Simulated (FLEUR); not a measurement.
# Fixed-spin-moment curve of Cobalt with FLEUR, part 2 of 2

Wanted: E(M) for Cobalt, with its minima.

FLEUR MaX-R8.1; LDA (VWN); all-electron FLAPW, Dirac cores, scalar-relativistic bands.

So far, magnetization (μB): step 2 (unconstrained state) 3.14; step 4 (with continued, fixed moment 3.253 μB a cell) 3.25.

### Step 5. Moment fixed at 2.711 μB

Input file inp.xml:

```
<?xml version="1.0" encoding="UTF-8" standalone="no"?>
<fleurInput fleurInputVersion="0.39">
   <comment>
      Co
   </comment>
   <calculationSetup>
      <cutoffs Kmax="3.6" Gmax="10.8" GmaxXC="10.8" numbands="0"/>
      <scfLoop itmax="90" minDistance="0.00002" maxIterBroyd="15" imix="Anderson" alpha="0.02" precondParam="0.0" spinf="2.0" sdNocoIR="T"/>
      <coreElectrons ctail="T" frcor="F" kcrel="0" coretail_lmax="0"/>
      <xcFunctional name="vwn" relativisticCorrections="F"/>
      <magnetism jspins="2" fixed_moment="2.711"/>
      <soc l_soc="F" theta="0.0" phi="0.0" spav="F"/>
      <expertModes spex="0" secvar="F"/>
      <geometryOptimization l_f="F" forcealpha="1.0" forcemix="BFGS" epsdisp="0.00001" epsforce="0.00001"/>
      <ldaU l_linMix="F" mixParam="0.05" spinf="1.0"/>
   </calculationSetup>
   <cell>
      <bzIntegration valenceElectrons="34.0" mode="hist" fermiSmearingEnergy="0.00036749">
         <kPointListSelection listName="default-1"/>
         <xi:include xmlns:xi="http://www.w3.org/2001/XInclude" href="kpts.xml"> </xi:include>
      </bzIntegration>
      <xi:include xmlns:xi="http://www.w3.org/2001/XInclude" href="sym.xml"> </xi:include>
      <bulkLattice scale="1.0">
         <bravaisMatrix>
            <row-1>    4.7382992847653478     0.0000000000188973     0.0000000000000000</row-1>
            <row-2>   -2.3691496423921228     4.1034875513345304     0.0000000000000000</row-2>
            <row-3>    0.0000000000000000     0.0000000000000000     7.6909963545095392</row-3>
         </bravaisMatrix>
      </bulkLattice>
   </cell>
   <atomSpecies>
      <species name="Cobalt (Co2.000" element="Co" atomicNumber="27">
         <mtSphere radius="2.3" gridPoints="761" logIncrement="0.016"/>
         <atomicCutoffs lmax="8" lnonsphr="6"/>
         <electronConfig flipSpins="F">
            <coreConfig>(1s1/2) (2s1/2) (2p1/2) (2p3/2)</coreConfig>
            <valenceConfig>(3s1/2) (3p1/2) (3p3/2) (4s1/2) (3d3/2) (3d5/2)</valenceConfig>
            <stateOccupation state="(3d3/2)" spinUp="1.5" spinDown="1.3"/>
            <stateOccupation state="(3d5/2)" spinUp="3.0" spinDown="1.2"/>
         </electronConfig>
         <energyParameters s="4" p="4" d="3" f="4"/>
         <lo type="SCLO" l="0" n="3" eDeriv="0"/>
         <lo type="SCLO" l="1" n="3" eDeriv="0"/>
      </species>
   </atomSpecies>
   <atomGroups>
      <atomGroup species="Cobalt (Co2.000">
         <relPos label="                   1">1.000/3.000 -1.000/3.000 1.000/4.000</relPos>
         <relPos label="                   2">-1.000/3.000 1.000/3.000 -1.000/4.000</relPos>
         <force calculate="T" relaxXYZ="TTT"/>
      </atomGroup>
   </atomGroups>
   <output dos="F" band="F" slice="F">
      <bandDOS minEnergy="-.5*Htr" maxEnergy="0.5*Htr" sigma="0.015" storeEVData="T"/>
      <plotting iplot="0" polar="F">
         <plot TwoD="T" vec1="  1.0  0.0  0.0" vec2="  0.0  1.0  0.0" vec3="  0.0  0.0  1.0" zero="  0.0  0.0  0.0" file="plot"/>
      </plotting>
      <moessbauerParams electricFieldGradient="F" isomerShift="F" coreHyperfine="F" valenceHyperfine="F"/>
   </output>
</fleurInput>
```

The run is started by

```console
$ OMP_NUM_THREADS=1 mpirun -n 4 fleur_MPI > fleur.log
```

Log:

```text
[banner, memory and clock lines left out]
Welcome to FLEUR        (www.flapw.de)
      MaX-Release 8.1          (www.max-centre.eu)

 ========== k-point set info ==========
 Selected k-point list: default-1
 k-point list type: mesh
 0 x 0 x 0
 Number of k points: 152

 [... set-up left out ...]
 Iteration:     1   Distance:       7.95673980 me/bohr^3
 Iteration:     2   Distance:       7.81447142 me/bohr^3
 Iteration:     3   Distance:       0.71759889 me/bohr^3
 Iteration:     4   Distance:       0.36413953 me/bohr^3
 Iteration:     5   Distance:       0.31832852 me/bohr^3
[...]
<sumOfEigenvalues value="    -1602.1627786964">
               <coreElectrons value="-1572.4575875057"/>
               <valenceElectrons value="-29.7051911908"/>
            </sumOfEigenvalues>
         [... left out ...]
            <freeEnergy value="-2782.3140958289"/>
            <extrapolationTo0K value="-2782.3140631613"/>
         </totalEnergy>
         <densityConvergence units="me/bohr^3">
            <chargeDensity spin="1" distance="0.0000052813"/>
            <chargeDensity spin="2" distance="0.0000083051"/>
            <overallChargeDensity distance="0.0000111250"/>
            <spinDensity distance="0.0000083647"/>
         </densityConvergence>
      </iteration>
```

The job ended after 8.8 s (4 MPI ranks of Intel Xeon 6975P-C (Granite Rapids), shared host; peak memory 0.21 GiB; 34 s of CPU time).

Read from the output:

```
magnetization : 2.711 μB
```

Its energy lies +69.6 meV a cell from the free run's.

### Step 6. Moment fixed at 3.795 μB

Edit inp.xml of step 5 so:

```diff
@@ -10,3 +10,3 @@
       <xcFunctional name="vwn" relativisticCorrections="F"/>
-      <magnetism jspins="2" fixed_moment="2.711"/>
+      <magnetism jspins="2" fixed_moment="3.795"/>
       <soc l_soc="F" theta="0.0" phi="0.0" spav="F"/>
```

Log:

```text
[banner, memory and clock lines left out]
Welcome to FLEUR        (www.flapw.de)
      MaX-Release 8.1          (www.max-centre.eu)

 ========== k-point set info ==========
 Selected k-point list: default-1
 k-point list type: mesh
 0 x 0 x 0
 Number of k points: 152

 [... set-up left out ...]
 Iteration:     1   Distance:      10.72620469 me/bohr^3
 Iteration:     2   Distance:      10.53074198 me/bohr^3
 Iteration:     3   Distance:       3.26053240 me/bohr^3
 Iteration:     4   Distance:       0.76143148 me/bohr^3
 Iteration:     5   Distance:       0.32124464 me/bohr^3
[...]
<sumOfEigenvalues value="    -1602.2441089075">
               <coreElectrons value="-1572.4717607112"/>
               <valenceElectrons value="-29.7723481963"/>
            </sumOfEigenvalues>
         [... left out ...]
            <freeEnergy value="-2782.3110571670"/>
            <extrapolationTo0K value="-2782.3110405228"/>
         </totalEnergy>
         <densityConvergence units="me/bohr^3">
            <chargeDensity spin="1" distance="0.0000006838"/>
            <chargeDensity spin="2" distance="0.0000016665"/>
            <overallChargeDensity distance="0.0000011293"/>
            <spinDensity distance="0.0000022835"/>
         </densityConvergence>
      </iteration>
```

It took 8.7 s on 4 MPI ranks; peak memory 0.2 GiB.

This step gave:

```yaml
magnetization: 3.795 μB
```

Its energy lies +152.3 meV a cell from the free run's.

### Step 7. A faulty input

An input with a fault is tried, to see how the program answers.

Input file inp.xml:

```
<?xml version="1.0" encoding="UTF-8" standalone="no"?>
<fleurInput fleurInputVersion="0.39">
   <comment>
      Co
   </comment>
   <calculationSetup>
      <cutoffs Kmax="3.6" Gmax="10.8" GmaxXC="10.8" numbands="0"/>
      <scfLoop itmax="75" minDistance="0.00002" maxIterBroyd="15" imix="straight" alpha="0.003" precondParam="0.0" spinf="2.0" sdNocoIR="T"/>
      <coreElectrons ctail="T" frcor="F" kcrel="0" coretail_lmax="0"/>
      <xcFunctional name="vwn" relativisticCorrections="F"/>
      <magnetism jspins="2"/>
      <soc l_soc="F" theta="0.0" phi="0.0" spav="F"/>
      <expertModes spex="0" secvar="F"/>
      <geometryOptimization l_f="F" forcealpha="1.0" forcemix="BFGS" epsdisp="0.00001" epsforce="0.00001"/>
      <ldaU l_linMix="F" mixParam="0.05" spinf="1.0"/>
   </calculationSetup>
   <cell>
      <bzIntegration valenceElectrons="34.0" mode="hist" fermiSmearingEnergy="0.00036749">
         <kPointListSelection listName="default-1"/>
         <xi:include xmlns:xi="http://www.w3.org/2001/XInclude" href="kpts.xml"> </xi:include>
      </bzIntegration>
      <xi:include xmlns:xi="http://www.w3.org/2001/XInclude" href="sym.xml"> </xi:include>
      <bulkLattice scale="1.0">
         <bravaisMatrix>
            <row-1>    4.7382992847653478     0.0000000000188973     0.0000000000000000</row-1>
            <row-2>   -2.3691496423921228     4.1034875513345304     0.0000000000000000</row-2>
            <row-3>    0.0000000000000000     0.0000000000000000     7.6909963545095392</row-3>
         </bravaisMatrix>
      </bulkLattice>
   </cell>
   <atomSpecies>
      <species name="Cobalt (Co2.000" element="Co" atomicNumber="27">
         <mtSphere radius="2.3" gridPoints="761" logIncrement="0.016"/>
         <atomicCutoffs lmax="8" lnonsphr="6"/>
         <electronConfig flipSpins="F">
            <coreConfig>(1s1/2) (2s1/2) (2p1/2) (2p3/2)</coreConfig>
            <valenceConfig>(3s1/2) (3p1/2) (3p3/2) (4s1/2) (3d3/2) (3d5/2)</valenceConfig>
            <stateOccupation state="(3d3/2)" spinUp="1.5" spinDown="1.3"/>
            <stateOccupation state="(3d5/2)" spinUp="3.0" spinDown="1.2"/>
         </electronConfig>
         <energyParameters s="4" p="4" d="3" f="4"/>
         <lo type="SCLO" l="0" n="3" eDeriv="0"/>
         <lo type="SCLO" l="1" n="3" eDeriv="0"/>
      </species>
   </atomSpecies>
   <atomGroups>
      <atomGroup species="Cobalt (Co2.000">
         <relPos label="                   1">1.000/3.000 -1.000/3.000 1.000/4.000</relPos>
         <relPos label="                   2">-1.000/3.000 1.000/3.000 -1.000/4.000</relPos>
         <force calculate="T" relaxXYZ="TTT"/>
      </atomGroup>
   </atomGroups>
   <output dos="F" band="F" slice="F">
      <bandDOS minEnergy="-.5*Htr" maxEnergy="0.5*Htr" sigma="0.015" storeEVData="T"/>
      <plotting iplot="0" polar="F">
         <plot TwoD="T" vec1="  1.0  0.0  0.0" vec2="  0.0  1.0  0.0" vec3="  0.0  0.0  1.0" zero="  0.0  0.0  0.0" file="plot"/>
      </plotting>
      <moessbauerParams electricFieldGradient="F" isomerShift="F" coreHyperfine="F" valenceHyperfine="F"/>
   </output>
</fleurInput>
```

Input file crystal.txt:

```
Co
&input film=F cartesian=F /
2.50739999997  0.00000000001  0.00000000000
-1.25369999999  2.17147209742  0.00000000000
0.00000000000  0.00000000000  4.06990000000
1.8897261246
1.0 1.0 1.0

2
27 0.33333333333  0.66666666667  0.25000000000 : 2.000
27 0.66666666667  0.33333333333  0.75000000000 : 2.000

&kpt div1=16 div2=16 div3=8 gamma=T /
```

The run is started by

```console
$ OMP_NUM_THREADS=1 inpgen -f crystal.txt > inpgen.log  # inp.xml is then edited as shown
$ OMP_NUM_THREADS=1 mpirun -n 4 fleur_MPI > fleur.log
```

Log:

```text
[banner, memory and clock lines left out]
Welcome to FLEUR        (www.flapw.de)
      MaX-Release 8.1          (www.max-centre.eu)

 ========== k-point set info ==========
 Selected k-point list: default-1
 k-point list type: mesh
 0 x 0 x 0
 Number of k points: 152

 [... set-up left out ...]
 Iteration:     1   Distance:       9.14052464 me/bohr^3
 Iteration:     2   Distance:       8.98952917 me/bohr^3
 Iteration:     3   Distance:       8.84182991 me/bohr^3
 Iteration:     4   Distance:       8.69737788 me/bohr^3
 Iteration:     5   Distance:       8.55611515 me/bohr^3
 Iteration:     6   Distance:       8.41796903 me/bohr^3
 Iteration:     7   Distance:       8.28287486 me/bohr^3
 Iteration:     8   Distance:       8.15075657 me/bohr^3
[... lines left out ...]
[... 55 iterations left out ...]
[... lines left out ...]
 Iteration:    70   Distance:       6.10922864 me/bohr^3
 Iteration:    71   Distance:       6.10024586 me/bohr^3
 Iteration:    72   Distance:       6.09134160 me/bohr^3
 Iteration:    73   Distance:       6.08251635 me/bohr^3
 Iteration:    74   Distance:       6.07377054 me/bohr^3
 Iteration:    75   Distance:       6.06510569 me/bohr^3

 ********************************************************************
 Run finished successfully
 Stop message:
   all done
 ********************************************************************

--- out.xml (last complete iteration) ---
<iteration numberForCurrentRun="   75" overallNumber="   75">
         [... left out ...]
         <bandgap value="0.0056397313" units="eV"/>
         <sumValenceSingleParticleEnergies value="-29.3389906472" units="Htr"/>
         <FermiEnergy value="0.3428346810" units="Htr"/>
         [... left out ...]
         <magneticMomentsInMTSpheres units="muBohr">
            <globalMagMoment atomType="1" vec="0.00000   0.00000   1.66870"/>
         </magneticMomentsInMTSpheres>
         [... left out ...]
         <totalEnergy value="    -2782.3147088326" units="Htr">
            <sumOfEigenvalues value="    -1601.3847692167">
               <coreElectrons value="-1572.0457785695"/>
               <valenceElectrons value="-29.3389906472"/>
            </sumOfEigenvalues>
         [... left out ...]
            <freeEnergy value="-2782.3147246149"/>
            <extrapolationTo0K value="-2782.3147167238"/>
         </totalEnergy>
         <densityConvergence units="me/bohr^3">
            <chargeDensity spin="1" distance="4.0499030788"/>
            <chargeDensity spin="2" distance="2.8344122661"/>
            <overallChargeDensity distance="3.4764505888"/>
            <spinDensity distance="6.0651056865"/>
         </densityConvergence>
      </iteration>
```

The job ended after 37 s (4 MPI ranks; peak memory 0.2 GiB).

The run stopped without converging, so none of its numbers is a property of the system.

The fault in the input: linear mixing far too weak.

After 75 cycles the density distance stands at 6.1 me/bohr³, falling at every cycle, but slowly.

Each cycle moves so little that the limit comes first; a mixer with history is the cure.

### Step 8. All moments

The other moments were run in the same way.

Table of energy over the lowest by total spin moment:

```csv
total spin moment (μB a cell),energy over the lowest (meV a cell)
0.00,398
0.54,380
1.08,335
1.63,264
2.17,170
2.71,69.6
3.14,0
3.25,6.11
3.79,152
4.34,537
```

The moment, largest sphere moment by total spin moment:

| total spin moment (μB a cell) | moment, largest sphere moment (μB) |
| --- | --- |
| 0.00 | 0 |
| 0.54 | 0.282 |
| 1.08 | 0.563 |
| 1.63 | 0.844 |
| 2.17 | 1.12 |
| 2.71 | 1.40 |
| 3.14 | 1.62 |
| 3.25 | 1.67 |
| 3.79 | 1.92 |
| 4.34 | 2.16 |

### Step 9. What came out

```
moment of the free run     : 3.14 μB a cell
moment of the lowest point : 3.14 μB a cell
energy of the spinless run : 398 meV a cell over the lowest
```

**Reading.** The lowest point lies 398 meV a cell under the spinless run, in free energy at a smearing of 0.01 eV. The point at zero is the spinless run. Opposed orders, which also have no total moment, were not run.

[Logs and program files are shortened in this print: banners, set-up blocks, solver, clock and traceback lines can be left out without a mark of their own.]

[Logs are printed without paths, hosts, clocks, repeated set-up lines and the standing remarks that a program may print on its own settings, such as how far it seeks lower states.]

[Hosts, paths, dates, database ids (printed as entryN), source tags and the programs' standing remarks are cut or masked in the printed files.]

[Where a cell is said to come from a database of computed structures, the database is the Materials Project.]
